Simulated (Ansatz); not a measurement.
# RbFe: relaxing a made-up structure, part 2 of 2

Starting from a made-up structure for RbFe, the aim is the relaxed cell, its shortest contacts and, where a second run follows, its electronic structure.

Ansatz 0.2.0; DFT, PBE, plane-wave PAW, files of the set soft_1, scalar-relativistic, ferromagnetic start, cell and ions relaxed at zero pressure; PAW set soft_1 (the session's first sound run).

So far: The starting structure; Relaxation of the guess. The relaxed cell has a = 4.267 Å (conventional setting).

### Step 3. Bands of the relaxed cell

With the geometry fixed, one more self-consistent run, with a narrower smearing and the mesh shown in its input, gives the bands, and its pressure, and its forces where symmetry allows any, show how far the geometry depends on these settings.

This step: DFT, PBE, plane-wave PAW, files of the set soft_1, scalar-relativistic, ferromagnetic start, bands and density of states at the relaxed cell; PAW set soft_1 (Ansatz 0.2.0).

The input, input.yaml:

```yaml
crystal:
  lattice:
    - [4.2665954272, 0.0, 0.0]
    - [0.0, 4.2665954272, 0.0]
    - [0.0, 0.0, 4.2665954272]
  atoms:
    - { symbol: Rb, position: [0.0, 0.0, 0.0] }
    - { symbol: Fe, position: [0.5, 0.5, 0.5], spin: 3.3 }
magnetization:
  spin_polarized: true
kpoints:
  mp_grid: { grid: [8, 8, 8] }
  band_path:
    path:
      - [[0.0, 0.0, 0.0], [0.0, 0.5, 0.0], [0.5, 0.5, 0.0], [0.0, 0.0, 0.0], [0.5, 0.5, 0.5], [0.0, 0.5, 0.0]]
      - [[0.5, 0.5, 0.0], [0.5, 0.5, 0.5]]
    npoints: 13
scf:
  occupations: { method: fermi_dirac, width: 0.03 }
  n_extra_bands: 8
hamiltonian:
  xc: pbe
  pseudopotentials: { kind: paw, azcp: { folder: soft_1 } }
output:
  forces: true
  stress: true
  write_bands: true
  dos: { projected: true }
  write_density: true
  write_potential: true
  elf: true
  volumetric_format: npy
```

Started as:

```console
$ ansatz run input.yaml --threads 4 --pin off --max-ram 8192MiB --backend cpu --events-out ev --progress --plain --runs-dir out
```

Numbers of over 12 decimals in the logs are rounded to 6 here.

What it wrote:

```text
[...]
Crystal: 2 atoms, lattice volume = 77.668 Å³
Basis set: ecut = 420 eV, 1503 PW (Γ), exchange–correlation on 60×60×60 points (8 copies of the dense FFT grid, shifted against one another)
Bands: 21, of which v1, the nominal top of the filled ones, is band 13 counted from 1 (12 counted from 0)
Symmetry: 48 space group operations
[...]
k-points: 35 of 512
[...]
Starting moments: Σ|m| = 3.3 μB on 1 of 2 sites
[...]
SCF iter   1: F=—  HF=-7744.935087 eV  |F-HF|=—  |Δ(HF+E_count)|=         —  Δρ=4.56e-2 (↑6.27e-3 ↓4.56e-2)  dr2=2.28e0  dr2_m=3.49e-1  M=3.597 μB ∫|m|=3.919 μB  β_m=0.30  ethr=3.10e-3  ⟨swp⟩=5.8  Hψ=7461  notcnv=0
[...]
SCF iter  11: F=-7744.825235 eV  HF=-7744.825235 eV  |F-HF|=2.73e-8  |Δ(HF+E_count)|=   8.07e-8  Δρ=5.72e-6 (↑1.13e-6 ↓5.72e-6)  dr2=4.02e-8  dr2_m=4.51e-9  M=3.114 μB ∫|m|=3.511 μB  ethr=2.04e-10  ⟨swp⟩=12.0  Hψ=9217  notcnv=0
SCF 1 converged in 11 iterations: F = -7744.825235 eV  dr2 = 4.02e-8
[...]
Symmetry: 8 space group operations
k-points: 90 of 512
[...]
SCF iter   6: F=-7744.835120 eV  HF=-7744.835120 eV  |F-HF|=1.69e-8  |Δ(HF+E_count)|=  1.03e-10  Δρ=6.67e-6 (↑3.80e-6 ↓6.67e-6)  dr2=1.34e-8  dr2_m=1.54e-8  M=3.107 μB ∫|m|=3.481 μB  ethr=5.38e-11  ⟨swp⟩=1.0  Hψ=12784  notcnv=0
SCF 2 converged in 6 iterations: F = -7744.835120 eV  dr2 = 1.34e-8
[...]
SCF iter   2: F=-7744.835120 eV  HF=-7744.835120 eV  |F-HF|=2.04e-8  |Δ(HF+E_count)|=   1.39e-8  Δρ=6.78e-6 (↑2.49e-6 ↓6.78e-6)  dr2=1.15e-8  dr2_m=1.36e-8  M=3.107 μB ∫|m|=3.481 μB  ethr=5.37e-11  ⟨swp⟩=9.3  Hψ=18994  notcnv=0
SCF 3 converged in 2 iterations: F = -7744.835120 eV  dr2 = 1.15e-8
Symmetry: 2 space group operations
k-points: 260 of 512
[...]
SCF iter   7: F=-7744.841486 eV  HF=-7744.841486 eV  |F-HF|=1.41e-8  |Δ(HF+E_count)|=  9.55e-11  Δρ=3.96e-6 (↑3.82e-6 ↓3.96e-6)  dr2=1.93e-8  dr2_m=3.69e-9  M=3.104 μB ∫|m|=3.462 μB  ethr=7.69e-11  ⟨swp⟩=1.0  Hψ=36129  notcnv=0
SCF 4 converged in 7 iterations: F = -7744.841486 eV  dr2 = 1.93e-8
[...]
SCF iter   2: F=-7744.841486 eV  HF=-7744.841486 eV  |F-HF|=2.07e-10  |Δ(HF+E_count)|=   1.64e-9  Δρ=3.46e-6 (↑1.84e-6 ↓3.46e-6)  dr2=9.49e-9  dr2_m=3.53e-9  M=3.104 μB ∫|m|=3.462 μB  ethr=7.72e-11  ⟨swp⟩=10.0  Hψ=56708  notcnv=0
SCF 5 converged in 2 iterations: F = -7744.841486 eV  dr2 = 9.49e-9
[...]
SCF iter   4: F=—  HF=-7744.841467 eV  |F-HF|=—  |Δ(HF+E_count)|=   3.25e-4  Δρ=1.05e-4 (↑6.89e-5 ↓1.05e-4)  dr2=1.29e-5  dr2_m=1.29e-6  M=3.103 μB ∫|m|=3.462 μB  ethr=3.93e-7  ⟨swp⟩=1.0  Hψ=32440  notcnv=0
an SCF along what the orbitals of the run's state read of its open shells (or to have them read: on a GPU, or by another smearing), with 46 of the crystal's symmetry operations given up (260 k-points in place of 35), reached no lower state that the run goes on to. This is no proof of a minimum
NSCF: frozen V_eff on 80 k-points
SCF converged after 2 iterations
Stability not told: the SCF's own minimisation came to no verdict on its close; the lowest value that the minimisation read is 4.9e-2 (residual 1.1e-3): no lower mode is shown, and none is ruled out
Magnetization: 3.1035 μB (14.0518 up, 10.9482 down)
Absolute magnetization: 3.4621 μB (∫|ρ↑−ρ↓|, with the PAW one-centre terms)
[...]
Per-site moments (μB) at R_I (Å): [(-0.037890, 1.524179), (3.261184, 1.524179)]
Free energy (F): -7744.841486 eV
[...]
Internal energy: -7744.837316 eV  (E = F + TS)
E sigma→0 (E₀):  -7744.839401 eV
Entropy (-TS):   -0.004170 eV (-2.085 meV/atom)
Fermi energy:    5.116273 eV
[...]
--- Stress (GPa, compression-positive) ---
       -0.003289       0.059522       0.059897
        0.059654      -0.002905      -0.059923
        0.059998      -0.059989      -0.003171
  P = ⅓ Tr σ = -0.0031 GPa (-0.031 kbar)
--- Band table (eV; the first three rows and the last of 520) ---
  k-point 0 ↑: bands = [... 9 lower, 2.2877, 2.2879, 2.3399, 2.9603, 2.9611, 8.4855, 8.4857, 9.6584, ... 4 higher]
  k-point 1 ↑: bands = [... 9 lower, 2.2902, 2.2955, 2.3375, 2.9663, 2.9759, 7.8433, 8.5449, 9.5096, ... 4 higher]
  k-point 2 ↑: bands = [... 9 lower, 2.2945, 2.3192, 2.3336, 2.9800, 3.0232, 6.5532, 8.7077, 9.1840, ... 4 higher]
  k-point 259 ↓: bands = [... 9 lower, 5.0258, 5.7029, 5.8599, 5.8608, 5.9044, 5.9092, 5.9093, 6.3172, ... 4 higher]
```

It took 2 min on 4 threads of Arm Neoverse V2, shared host; peak memory 1.9 GiB; 7.8 min of CPU time.

Numbers from this step:

| Item | Value |
| --- | --- |
| free energy | -7744.8415 eV |
| energy at zero smearing | -7744.8394 eV |
| smearing term TS | 0.004170 eV |
| magnetization | 3.104 μB |
| absolute magnetization | 3.462 μB |
| site moments | -0.03789, 3.261 μB |
| symmetry operations | 2 |
| pressure | -0.003122 GPa |

From bands.tsv, the bands that come nearest the Fermi level along the path, at its corners, in eV from the Fermi level:

| point | band_13_up | band_14_up | band_8_dn | band_9_dn | band_10_dn | band_11_dn | band_12_dn | band_13_dn |
| --- | --- | --- | --- | --- | --- | --- | --- | --- |
| Γ | -2.16 | 3.37 | -3.51 | -0.56 | -0.56 | 0.73 | 0.73 | 0.88 |
| X | -1.58 | -0.67 | -1.60 | -0.71 | -0.40 | 0.03 | 0.74 | 0.86 |
| M | -1.29 | 1.32 | -1.39 | -0.26 | 0.03 | 0.40 | 0.73 | 0.79 |
| Γ | -2.16 | 3.37 | -3.51 | -0.56 | -0.56 | 0.73 | 0.73 | 0.88 |
| R | 0.21 | 0.74 | -0.09 | -0.09 | 0.59 | 0.74 | 0.74 | 0.79 |
| X | -1.58 | -0.67 | -1.60 | -0.71 | -0.40 | 0.03 | 0.74 | 0.86 |
| M | -1.29 | 1.32 | -1.39 | -0.26 | 0.03 | 0.40 | 0.73 | 0.79 |
| R | 0.21 | 0.74 | -0.09 | -0.09 | 0.59 | 0.74 | 0.74 | 0.79 |

Spin density in the ac plane at fractional y = 0.000, with atoms of Rb within 0.2 Å of it.

Ten even steps from '_' (-8.51 × 1e-3 e/Å³) to '@' (-0.86 × 1e-3 e/Å³), each cell a mean:
```
++**@@@@%%##**++**##%%@@##++
##%%@@@@%%##**++++**%%@@@@##
@@@@@@%%##**++==++**##%%@@@@
%%%%%%##**++==----==**##%%%%
######**++--::..::--==**####
******++==::..____::--++****
**++++==--..______..--==++++
****++==--..____..::==++++**
####**++--::....::--++****##
%%%%##**++------==++**##%%%%
@@@@%%##**++====++**##%%@@@@
%%@@@@%%##**++++**##%%@@@@%%
++**@@@@##****++**##%%@@%%**
==++%%@@%%##******##%%@@##++
```
Columns run along a (4.3 Å), rows up along c (4.3 Å). Atoms in or near the plane, at fractional coordinates: Rb at (0.00, 0.00).

Valence density in the ac plane at fractional y = 0.000, with atoms of Rb within 0.2 Å of it. It is the smooth field of the valence electrons, not physical close to the nuclei.

Ten even steps from '0' (0.0 e/Å³) to '9' (2.0 e/Å³), each cell a mean:
```
89730000001499
98520000000269
54200000000124
11000000000001
00000000000000
00000000000000
00000000000000
00000000000000
00000000000000
00000000000000
32100000000023
87310000000257
99720000001489
69830000001598
```
Columns run along a (4.3 Å), rows up along c (4.3 Å). Atoms in or near the plane, at fractional coordinates: Rb at (0.00, 0.00).

Electrostatic potential energy in the ac plane at fractional y = 0.000, with atoms of Rb within 0.2 Å of it. With pseudopotentials it is smooth inside the atoms' cores, unlike the true potential.

Ten even steps from '_' (-115 eV) to '@' (8 eV), each cell a mean:
```
__..**%%@@@@@@@@@@@@@@%%==__
--++%%@@@@@@@@@@@@@@@@%%**==
%%%%@@@@@@@@@@@@@@@@@@@@%%%%
@@@@@@@@@@@@@@@@@@@@@@@@@@@@
@@@@@@@@@@@@@@@@@@@@@@@@@@@@
@@@@@@@@@@@@@@@@@@@@@@@@@@@@
@@@@@@@@@@@@@@@@@@@@@@@@@@@@
@@@@@@@@@@@@@@@@@@@@@@@@@@@@
@@@@@@@@@@@@@@@@@@@@@@@@@@@@
@@@@@@@@@@@@@@@@@@@@@@@@@@@@
%%%%@@@@@@@@@@@@@@@@@@@@@@%%
++**%%@@@@@@@@@@@@@@@@@@%%**
__::**%%@@@@@@@@@@@@@@%%++..
____++%%@@@@@@@@@@@@@@%%--__
```
Columns run along a (4.3 Å; values clipped at the 3rd and 97th percentile), rows up along c (4.3 Å). Atoms in or near the plane, at fractional coordinates: Rb at (0.00, 0.00).

### Step 4. Results

| Property | Result |
| --- | --- |
| space group, relaxed | Pm-3m |
| conventional cell | a = 4.267, b = 4.267, c = 4.267 Å; α = 90.0°, β = 90.0°, γ = 90.0° |
| volume per atom | 38.83 Å³ (guess 42.94) |
| total moment | 3.21 μB in the cell of 2 atoms |

In words: RbFe relaxes to Pm-3m with a = 4.267, b = 4.267 and c = 4.267 Å. The guessed volume was 11 % too large. The space group Pm-3m was held in the relaxation, so the end point is a stationary structure within it and may be a saddle against distortions or other arrangements. The input starts from parallel moments, and no other start was typed. Bands cross the Fermi level, so it is a metal or semimetal at this level. On the 8×8×8 mesh with the narrower smearing (relaxed on 6×6×6) the forces vanish, as symmetry may demand, and the largest stress component is 0.060 GPa, against the relaxation's thresholds of 0.015 eV/Å and 0.05 GPa. The cutoff wasn't tested. No dispersion term is used, so weakly bound directions may come out too long. Nothing here tests whether the compound is stable against decomposition.

[Logs are printed without paths, hosts, clocks, repeated set-up lines and the standing remarks that a program may print on its own settings, such as how far it seeks lower states.]

[Hosts, paths, dates, database ids (printed as entryN), source tags and the programs' standing remarks are cut or masked in the printed files.]
